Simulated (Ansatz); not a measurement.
# The 1T-SnSe2 bilayer (AA) under a gate

Wanted: Fermi level and gate voltage of the 1T-SnSe2 bilayer (AA) as it is charged.

Method: plane-wave DFT, PBE-D3(BJ), Ansatz PAW, in the first sound run; inputs show where later runs differ, in Ansatz 0.2.0.

## (1) The starting structure

The cell holds 6 atoms: 4 Se and 2 Sn. Its edges and angles: a = 3.870 Å, b = 3.870 Å, c = 45.621 Å, α = 90.0°, β = 90.0°, γ = 120.0°. Regions: layer 1: 1T-SnSe2, 3 atoms (2 Se and 1 Sn); layer 2: 1T-SnSe2, 3 atoms (2 Se and 1 Sn). Vacuum lies along c.

## (2) Relaxation

The starting cell is a guess, so the in-plane lattice and the atoms are relaxed first, with the slab cut off from its images along the normal.

input.yaml

```yaml
crystal:
  lattice:
    - [3.87, 0.0, 0.0]
    - [-1.935, 3.3515183126, 0.0]
    - [0.0, 0.0, 45.6209780866]
  atoms:
    - { symbol: Se, position: [0.6666666667, 0.3333333333, 0.4197630301] }
    - { symbol: Sn, position: [0.0, 0.0, 0.4428937162] }
    - { symbol: Se, position: [0.3333333333, 0.6666666667, 0.4660244022] }
    - { symbol: Se, position: [0.6666666667, 0.3333333333, 0.5339755978] }
    - { symbol: Sn, position: [0.0, 0.0, 0.5571062838] }
    - { symbol: Se, position: [0.3333333333, 0.6666666667, 0.5802369699] }
  periodic: [true, true, false]
kpoints:
  mp_grid: { grid: [12, 12, 1] }
hamiltonian:
  xc: pbe
  dispersion: d3bj
scf:
  occupations: { method: fermi_dirac, width: 0.05 }
  convergence: { dr2_threshold: 1.0e-09 }
relax:
  f_tol: 0.004
  max_steps: 90
  cell: {}
output:
  write_potential: true
  write_density: true
  volumetric_format: npy
```

Command:

```
> ansatz run input.yaml --threads 4 --pin off --max-ram 16384MiB --backend cpu --events-out ev --progress --plain --runs-dir out
```

Numbers of over 12 decimals in the logs are rounded to 6 here.

The log of the run:

```text
Warning: relax.cell: scf.convergence.dr2_threshold = 1e-9 eV is looser than the 1.99989145901e-10 eV advised for a relaxation that steers and ends on the stress (1e-10 eV for each atom of the cell: 6, times the square of relax.cell.stress_2d_tol = 0.05 N/m over 17.3 Å (the atoms' height at the walk's start and 5 Å past either face), 2.887e-2 GPa, over a crystal's default 0.05). What an SCF threshold leaves in a stress goes as its square root, and in the free energy as the threshold itself, and one threshold admits the most on a small cell: [figures from the program's tests cut] Set scf.convergence.dr2_threshold to 1.99989145901e-10 eV or tighter. [rest of the remark cut]
Engine: ansatz 0.2.0, aarch64-unknown-linux-gnu
Pseudopotentials: kind: paw
Pseudopotential: Se, paw, valence charge 16, recommended cutoff 420 eV (normal), Se.paw.azcp
Pseudopotential: Sn, paw, valence charge 14, recommended cutoff 420 eV (normal), Sn.paw.azcp
Functional definition: PBE
  parameter kappa = 0.804
  parameter beta = 0.066725
  exchange = pbe_x(kappa = kappa, mu = beta*pi^2/3)
  correlation = pbe_c(beta = beta)
Crystal: 6 atoms, lattice volume = 591.721 Å³
Basis set: ecut = 420 eV, 11673 PW (Γ), exchange–correlation on 54×54×640 points (8 copies of the dense FFT grid, shifted against one another)
Bands: 56, of which v1, the nominal top of the filled ones, is band 46 counted from 1 (45 counted from 0)
Symmetry: 12 space group operations
Space group: P-3m1 (ITA 164), of the structure as read, at distance tolerance 8.4e-5 Å
k-points: 19 of 144
Non-local potential: Se, projectors of the file, l = 0: 2, l = 1: 2, l = 2: 3, l = 3: 1
Non-local potential: Sn, projectors of the file, l = 0: 2, l = 1: 2, l = 2: 2, l = 3: 2
PAW form: soft (Blöchl's): semilocal exchange-correlation on the pseudo side does not see the compensation charge
PAW one-centre angular grid: Se, 590 points (default); XC on 64 Gauss nodes
PAW one-centre angular grid: Sn, 590 points (default); XC on 64 Gauss nodes
Initial density: superposition of atomic densities (neutral atoms: chi_scale 0, normalization atom), corrected by the library's trained network
Initial wavefunctions: pseudopotential atomic-orbital guess
Functional: x = pbe(κ = 0.804, μ = 0.219515), c = pbe(β = 0.066725)
SCF iter   1: F=—  HF=-33922.988710 eV  |F-HF|=—  |Δ(HF+E_count)|=         —  Δρ=1.99e-3  dr2=6.33e-2  ethr=1.77e-3  ⟨swp⟩=14.5  Hψ=6514  notcnv=0  defer=21
preconditioner: auto → LDOS  [insulator: Δε(μ)=0.368 eV  Ē_g=17.060 eV  σ=0.050 eV  W_gap=0.87  n_scr=94 (ndim 8)  ℏωp=11.0 eV  f_vac=0.760  D(μ)=0.07/eV (n_scr^D=2)  ε∞_Penn≈1.4  β→1.0]
SCF iter   2: F=—  HF=-33923.006901 eV  |F-HF|=—  |Δ(HF+E_count)|=   1.82e-2  Δρ=2.11e-3  dr2=1.60e-1  ethr=6.88e-5  ⟨swp⟩=5.2  Hψ=3178  notcnv=0  defer=67
preconditioner: auto → Resta (q_TF=auto, 2.001 Å⁻¹)  ε∞=1.4  [insulator: Δε(μ)=0.389 eV  Ē_g=17.052 eV  σ=0.050 eV  W_gap=0.90  n_scr=94 (ndim 8)  ℏωp=11.0 eV  f_vac=0.761  D(μ)=0.05/eV (n_scr^D=0)  ε∞_Penn≈1.4  vacuum switching on, ρ_ref=2.1e-2 e/Å³  β→0.5]
SCF iter   3: F=—  HF=-33922.975218 eV  |F-HF|=—  |Δ(HF+E_count)|=   3.17e-2  Δρ=3.74e-4  dr2=3.34e-3  ethr=6.88e-5  ⟨swp⟩=4.1  Hψ=2067  notcnv=0  defer=67
SCF iter   4: F=—  HF=-33922.975023 eV  |F-HF|=—  |Δ(HF+E_count)|=   1.95e-4  Δρ=1.75e-4  dr2=2.63e-4  ethr=3.64e-6  ⟨swp⟩=3.4  Hψ=1861  notcnv=0  defer=67
SCF iter   5: F=—  HF=-33922.975099 eV  |F-HF|=—  |Δ(HF+E_count)|=   7.62e-5  Δρ=6.23e-5  dr2=1.57e-5  ethr=2.86e-7  ⟨swp⟩=3.5  Hψ=1955  notcnv=0  defer=67
SCF iter   6: F=—  HF=-33922.975113 eV  |F-HF|=—  |Δ(HF+E_count)|=   1.42e-5  Δρ=1.56e-5  dr2=1.22e-6  ethr=1.71e-8  ⟨swp⟩=3.2  Hψ=2211  notcnv=0  defer=67
SCF iter   7: F=—  HF=-33922.975168 eV  |F-HF|=—  |Δ(HF+E_count)|=   5.49e-5  Δρ=3.73e-6  dr2=8.45e-8  ethr=1.33e-9  ⟨swp⟩=3.2  Hψ=2110  notcnv=0  defer=67
SCF iter   8: F=—  HF=-33922.975168 eV  |F-HF|=—  |Δ(HF+E_count)|=   6.84e-8  Δρ=1.72e-6  dr2=2.12e-8  ethr=9.18e-11  ⟨swp⟩=3.1  Hψ=2251  notcnv=0  defer=67
SCF iter   9: F=—  HF=-33922.975168 eV  |F-HF|=—  |Δ(HF+E_count)|=   9.19e-9  Δρ=4.64e-7  dr2=1.33e-9  ethr=2.31e-11  ⟨swp⟩=3.5  Hψ=2309  notcnv=0  defer=67
SCF iter  10: F=-33922.975168 eV  HF=-33922.975168 eV  |F-HF|=3.35e-10  |Δ(HF+E_count)|=   1.71e-9  Δρ=1.31e-7  dr2=9.08e-11  ethr=1.09e-12  ⟨swp⟩=12.4  Hψ=7913  notcnv=0
SCF 1 converged in 10 iterations: F = -33922.975168 eV  dr2 = 9.08e-11
  greatest PAW one-centre occupation: 1.000 electrons in one spin orbital (limit 2), on the Se atom at site 3 (counted from 0), in its partial waves of l = 2
relax step   1: F+E_penalty+E_count = -33922.97516820 eV  Δ(F+E_penalty+E_count) = +0.000e0 eV  max|allowed force component| = 5.184e0 eV/Å  Δτ_max = 0.0000 Å  P = +35.888 N/m  Ω = 591.721 Å³  fix = [c, alpha, beta]  reactions: c +0.000 N/m  (10 SCF iters, accepted)
Crystal: 6 atoms, lattice volume = 608.603 Å³
Basis set: ecut = 420 eV, 12057 PW (Γ), exchange–correlation on 54×54×640 points (8 copies of the dense FFT grid, shifted against one another)
Initial density: handed on by an earlier stage of this run
Initial wavefunctions: those handed on with the density
iter 1 solved again at ethr=1.74e-4 eV; its pass at ethr=3.10e-3 eV (dr2=1.60e-1 eV) is discarded
SCF iter   1: F=—  HF=-33926.686607 eV  |F-HF|=—  |Δ(HF+E_count)|=         —  Δρ=4.85e-3  dr2=1.58e-1  ethr=1.74e-4  ⟨swp⟩=4.3  Hψ=6515  notcnv=0
preconditioner: auto → Resta (q_TF=auto, 1.991 Å⁻¹)  ε∞=1.7  [insulator: Δε(μ)=0.370 eV  Ē_g=10.393 eV  σ=0.050 eV  W_gap=0.91  n_scr=94 (ndim 8)  ℏωp=8.5 eV  f_vac=0.754  D(μ)=0.05/eV (n_scr^D=0)  ε∞_Penn≈1.7  vacuum switching on, ρ_ref=7.8e-3 e/Å³]
SCF iter   2: F=—  HF=-33926.647618 eV  |F-HF|=—  |Δ(HF+E_count)|=   3.90e-2  Δρ=2.27e-3  dr2=2.02e-2  ethr=1.72e-4  ⟨swp⟩=4.4  Hψ=2048  notcnv=0  defer=6
SCF iter   3: F=—  HF=-33926.647637 eV  |F-HF|=—  |Δ(HF+E_count)|=   1.88e-5  Δρ=1.02e-3  dr2=2.28e-2  ethr=2.20e-5  ⟨swp⟩=3.9  Hψ=2347  notcnv=0  defer=7
SCF iter   4: F=—  HF=-33926.645593 eV  |F-HF|=—  |Δ(HF+E_count)|=   2.04e-3  Δρ=4.98e-4  dr2=4.45e-3  ethr=2.20e-5  ⟨swp⟩=3.1  Hψ=1502  notcnv=0  defer=8
SCF iter   5: F=—  HF=-33926.645384 eV  |F-HF|=—  |Δ(HF+E_count)|=   2.09e-4  Δρ=1.61e-4  dr2=1.95e-4  ethr=4.83e-6  ⟨swp⟩=3.1  Hψ=1663  notcnv=0  defer=8
SCF iter   6: F=—  HF=-33926.645429 eV  |F-HF|=—  |Δ(HF+E_count)|=   4.58e-5  Δρ=4.52e-5  dr2=1.64e-5  ethr=2.12e-7  ⟨swp⟩=3.4  Hψ=2081  notcnv=0  defer=8
SCF iter   7: F=—  HF=-33926.645435 eV  |F-HF|=—  |Δ(HF+E_count)|=   5.89e-6  Δρ=1.15e-5  dr2=8.16e-7  ethr=1.78e-8  ⟨swp⟩=3.7  Hψ=2372  notcnv=0  defer=8
[...]
SCF iter   8: F=—  HF=-33928.158711 eV  |F-HF|=—  |Δ(HF+E_count)|=   2.79e-7  Δρ=2.29e-6  dr2=7.02e-8  ethr=4.21e-10  ⟨swp⟩=2.9  Hψ=2145  notcnv=0  defer=10
SCF iter   9: F=—  HF=-33928.158711 eV  |F-HF|=—  |Δ(HF+E_count)|=   4.69e-9  Δρ=6.78e-7  dr2=4.08e-9  ethr=7.63e-11  ⟨swp⟩=4.0  Hψ=2465  notcnv=0  defer=10
SCF iter  10: F=-33928.158711 eV  HF=-33928.158711 eV  |F-HF|=1.42e-9  |Δ(HF+E_count)|=   4.09e-9  Δρ=1.70e-7  dr2=1.56e-10  ethr=1.09e-12  ⟨swp⟩=11.4  Hψ=7209  notcnv=0
SCF 3 converged in 10 iterations: F = -33928.158711 eV  dr2 = 1.56e-10
relax step   3: F+E_penalty+E_count = -33928.15871141 eV  Δ(F+E_penalty+E_count) = -1.513e0 eV  max|allowed force component| = 1.177e0 eV/Å  Δτ_max = 0.1945 Å  P = +3.280 N/m  Ω = 604.908 Å³  energy of the carried Pulay correction = -1.358e-3 eV  fix = [c, alpha, beta]  reactions: c +0.000 N/m  (10 SCF iters, accepted)
[...]
relax step   4: F+E_penalty+E_count = -33928.45787817 eV  Δ(F+E_penalty+E_count) = -2.992e-1 eV  max|allowed force component| = 1.690e-1 eV/Å  Δτ_max = 0.1941 Å  P = +0.449 N/m  Ω = 596.402 Å³  energy of the carried Pulay correction = -4.855e-4 eV  fix = [c, alpha, beta]  reactions: c +0.000 N/m  (9 SCF iters, accepted)
[...]
relax step   5: F+E_penalty+E_count = -33928.52795466 eV  Δ(F+E_penalty+E_count) = -7.008e-2 eV  max|allowed force component| = 8.181e-2 eV/Å  Δτ_max = 0.1943 Å  P = -0.977 N/m  Ω = 593.357 Å³  energy of the carried Pulay correction = -1.701e-4 eV  fix = [c, alpha, beta]  reactions: c -0.000 N/m  (10 SCF iters, accepted)
[...]
relax step   6: F+E_penalty+E_count = -33928.54534975 eV  Δ(F+E_penalty+E_count) = -1.740e-2 eV  max|allowed force component| = 9.144e-2 eV/Å  Δτ_max = 0.1034 Å  P = -0.567 N/m  Ω = 585.461 Å³  energy of the carried Pulay correction = +6.555e-4 eV  fix = [c, alpha, beta]  reactions: c -0.000 N/m  (9 SCF iters, accepted)
[...]
relax step   7: F+E_penalty+E_count = -33928.54943431 eV  Δ(F+E_penalty+E_count) = -4.085e-3 eV  max|allowed force component| = 1.404e-2 eV/Å  Δτ_max = 0.0505 Å  P = -0.040 N/m  Ω = 580.960 Å³  energy of the carried Pulay correction = +1.131e-3 eV  fix = [c, alpha, beta]  reactions: c -0.000 N/m  (9 SCF iters, accepted)
[...]
relax step   8: F+E_penalty+E_count = -33928.54946135 eV  Δ(F+E_penalty+E_count) = -2.704e-5 eV  max|allowed force component| = 1.622e-3 eV/Å  Δτ_max = 0.0024 Å  P = -0.011 N/m  Ω = 580.987 Å³  energy of the carried Pulay correction = +1.128e-3 eV  fix = [c, alpha, beta]  reactions: c -0.000 N/m  (6 SCF iters, accepted)
Initial wavefunctions: pseudopotential atomic-orbital guess (no wavefunctions were taken with the density)
iter 1 solved again at ethr=5.18e-7 eV; its pass at ethr=3.10e-3 eV (dr2=4.76e-4 eV) is discarded
SCF iter   1: F=—  HF=-33928.548853 eV  |F-HF|=—  |Δ(HF+E_count)|=         —  Δρ=9.00e-6  dr2=1.01e-7  ethr=5.18e-7  ⟨swp⟩=5.8  Hψ=9590  notcnv=0
eigensolver tolerance schedule: the retry pair's looser diagonalisation over-reported the residual by 4699.47 of it (diagonalisation noise at 3.66 of the residual, at the tolerance the schedule requests for it); recorded, not acted on — ethr = c·dr2/N_el stays at c = 1.0e-1
SCF iter   2: F=—  HF=-33928.548874 eV  |F-HF|=—  |Δ(HF+E_count)|=   2.16e-5  Δρ=4.69e-6  dr2=4.80e-8  ethr=1.10e-10  ⟨swp⟩=5.1  Hψ=3443  notcnv=0
SCF iter   3: F=—  HF=-33928.548874 eV  |F-HF|=—  |Δ(HF+E_count)|=   4.19e-8  Δρ=2.15e-6  dr2=1.15e-8  ethr=5.22e-11  ⟨swp⟩=2.7  Hψ=1641  notcnv=0
SCF iter   4: F=—  HF=-33928.548874 eV  |F-HF|=—  |Δ(HF+E_count)|=   1.17e-8  Δρ=6.80e-7  dr2=6.75e-9  ethr=1.25e-11  ⟨swp⟩=3.0  Hψ=1576  notcnv=0
SCF iter   5: F=—  HF=-33928.548874 eV  |F-HF|=—  |Δ(HF+E_count)|=  4.95e-10  Δρ=4.64e-7  dr2=8.28e-9  ethr=7.34e-12  ⟨swp⟩=2.5  Hψ=1360  notcnv=0
SCF iter   6: F=-33928.548874 eV  HF=-33928.548874 eV  |F-HF|=2.62e-10  |Δ(HF+E_count)|=  3.27e-10  Δρ=1.32e-7  dr2=5.57e-10  ethr=1.09e-12  ⟨swp⟩=13.2  Hψ=7726  notcnv=0
SCF 9 converged in 6 iterations: F = -33928.548874 eV  dr2 = 5.57e-10
relax step   9: F+E_penalty+E_count = -33928.54887433 eV  Δ(F+E_penalty+E_count) = +5.870e-4 eV  max|allowed force component| = 1.819e-3 eV/Å  Δτ_max = 0.0000 Å  P = -0.047 N/m  Ω = 580.987 Å³  fix = [c, alpha, beta]  reactions: c -0.000 N/m  stress off target by 4.73e-2 N/m on what of the cell is left free  SCF on the basis re-selected at this cell (its energy is not comparable with the rows above)  (6 SCF iters)
basis re-selected at this cell: Δ(F+E_penalty+E_count) = +5.870e-4 eV, ΔP = -0.037 N/m vs the last step (what re-selecting the basis moved, of the pressure what is left beyond the Pulay correction that the steps carried, after the strain that the cell walked since its last selection, with what the two solves' SCF thresholds leave and, on support functions, any second-order correction that the steps lacked; it is no m [...]
SCF converged after 6 iterations
Free energy (F): -33928.548874 eV
Harris-Foulkes:  -33928.548874 eV  (|F-HF|=2.62e-10)
Internal energy: -33928.548757 eV  (E = F + TS)
E sigma→0 (E₀):  -33928.548816 eV
Entropy (-TS):   -0.000118 eV (-0.020 meV/atom)
Fermi energy:    -5.574236 eV
--- Per-component energies (eV) ---
  E_band       = -3001.109601
  E_kinetic    = 848.156492
  E_local      = -468257.174183  (includes V_loc(G=0)·N_el)
  E_nonlocal   = -2444.745681
  E_hartree    = 233641.993350
  E_xc         = -1178.876563
  E_vxc        = -581.553295  (∫ρ·V_xc dr)
  E_paw        = -15927.426681  (= ΣΔE_a)
  E_vpaw       = 150.231200  (= ΣTr[D̂ρ^β])
  E_aug_tail   = -0.002421  (compensation charges beyond the density's cutoff)
  E_ewald      = 219391.364985
  E_disp       = -1.838053  (pairwise vdW)
  E_smearing   = -0.000118  (= −TS)
  E_closure    = 0.000000  (closes the sum)
  Σ components = -33928.548874   (vs F -33928.548874, Δ=0.00e0)
--- Forces (eV/Å), atoms counted from 1 ---
  atom   1  Se     0.00000000    -0.00000000    -0.00093801
  atom   2  Sn    -0.00000000     0.00000000    -0.00022558
  atom   3  Se    -0.00000000     0.00000000     0.00181897
  atom   4  Se     0.00000000    -0.00000000    -0.00181897
  atom   5  Sn     0.00000000    -0.00000000     0.00022558
  atom   6  Se    -0.00000000     0.00000000     0.00093801
  max |Σ_I F_I| component: 1.04e-17 eV/Å
--- 2D stress c σ (N/m, compression-positive) ---
       -0.047347       0.000000      -0.000000
        0.000000      -0.047347      -0.000000
       -0.000000      -0.000000      -0.000000
  P = ½ c Tr σ = -0.0473 N/m
--- Band table (eV; the first three rows and the last of 19) ---
  k-point 0: bands = [... 42 lower, -6.1574, -6.1574, -6.0382, -6.0382, -4.6735, -3.7886, -2.9089, -2.7978, ... 6 higher]
  k-point 1: bands = [... 42 lower, -6.4315, -6.2605, -6.1086, -5.9652, -4.1750, -3.6612, -2.4899, -2.3979, ... 6 higher]
  k-point 2: bands = [... 42 lower, -7.0788, -6.2253, -6.1383, -5.9402, -3.9310, -3.6326, -2.2097, -1.8405, ... 6 higher]
  k-point 18: bands = [... 42 lower, -7.2738, -7.2738, -6.4872, -6.4872, -4.6056, -3.8656, -1.1573, -1.1573, ... 6 higher]
  the weakly bound empty levels are not read free of the cell's end (no_gap_told)
--- Relaxed structure (8 steps of the walk, 8 accepted, 1 SCFs on fresh bases) ---
  F+E_penalty+E_count = -33928.54887433 eV   max|allowed force component| = 1.819e-3 eV/Å   (the final SCF, on the basis selected at the relaxed cell)
  cell:  # Å, volume = 580.9872 Å³
    - [3.834738, 0.0, 0]
    - [-1.917369, 3.320980, 0]
    - [0, 0, 45.6209780866]
  atoms:
    - { symbol: Se, position: [0.666667, 0.333333, 0.399346] }
    - { symbol: Sn, position: [-2.157897599365802e-18, -4.3157951987316064e-18, 0.434326] }
    - { symbol: Se, position: [0.333333, 0.666667, 0.469332] }
    - { symbol: Se, position: [0.666667, 0.333333, 0.530668] }
    - { symbol: Sn, position: [2.1578975993658036e-18, 4.315795198731607e-18, 0.565674] }
    - { symbol: Se, position: [0.333333, 0.666667, 0.600654] }
```

The job ended after 85 s (4 threads of Arm Neoverse V1, shared host; peak memory 1.4 GiB; 5.5 min of CPU time).

Relaxation path:

```tsv
step	energy less that of the first step (eV)	largest force component (eV/Å)	volume (Å³)
1	0.0000	5.1836	591.72
2	-3.6703	2.9305	608.60
3	-5.1835	1.1771	604.91
4	-5.4827	0.1690	596.40
5	-5.5528	0.0818	593.36
6	-5.5702	0.0914	585.46
7	-5.5743	0.0140	580.96
8	-5.5743	0.0016	580.99
9*	-5.5737	0.0018	580.99
```

Relaxation steps marked * repeat the geometry before them on a plane-wave basis chosen anew for their cell, so energy and pressure can jump there.

The run keeps the 12 symmetry operations that it works with, so distortions that break them were not tested.

```tsv
cell as run	before	after	change
a (Å)	3.870	3.835	-0.9 %
b (Å)	3.870	3.835	-0.9 %
```

The atoms that moved most (Å, along periodic axes as changes of fractional coordinates times the final cell, across vacuum about the mean position):

```tsv
atom	dx	dy	dz	length
Se1	0.000	0.000	-0.931	0.931
Se6	0.000	0.000	0.931	0.931
Sn5	0.000	0.000	0.391	0.391
Sn2	0.000	0.000	-0.391	0.391
Se3	0.000	0.000	0.151	0.151
Se4	0.000	0.000	-0.151	0.151
```

The relaxed structure:

```cif
data_structure
_symmetry_space_group_name_H-M 'P 1'
_symmetry_Int_Tables_number 1
_cell_length_a 3.8347
_cell_length_b 3.8347
_cell_length_c 45.6210
_cell_angle_alpha 90.000
_cell_angle_beta 90.000
_cell_angle_gamma 120.000
_cell_volume 580.99
loop_
_atom_site_label
_atom_site_type_symbol
_atom_site_fract_x
_atom_site_fract_y
_atom_site_fract_z
_atom_site_occupancy
Se1 Se 0.66667 0.33333 0.39935 1
Sn2 Sn 0.00000 0.00000 0.43433 1
Se3 Se 0.33333 0.66667 0.46933 1
Se4 Se 0.66667 0.33333 0.53067 1
Sn5 Sn 0.00000 0.00000 0.56567 1
Se6 Se 0.33333 0.66667 0.60065 1
```

Numbers from this step:

```
energy at zero smearing : -33928.5488 eV
```

The lattice constant a goes from 3.870 to 3.835 Å.

(Part 1 of 3 ends here.)

[Logs are printed without paths, hosts, clocks, repeated set-up lines and the standing remarks that a program may print on its own settings, such as how far it seeks lower states.]

[Hosts, paths, dates, database ids (printed as entryN), source tags and the programs' standing remarks are cut or masked in the printed files.]

[Maps of the electrostatic potential energy from Ansatz leave out the sawtooth potential of an applied field or a dipole correction, so their vacuum need not be flat; planar profiles and work functions include it.]
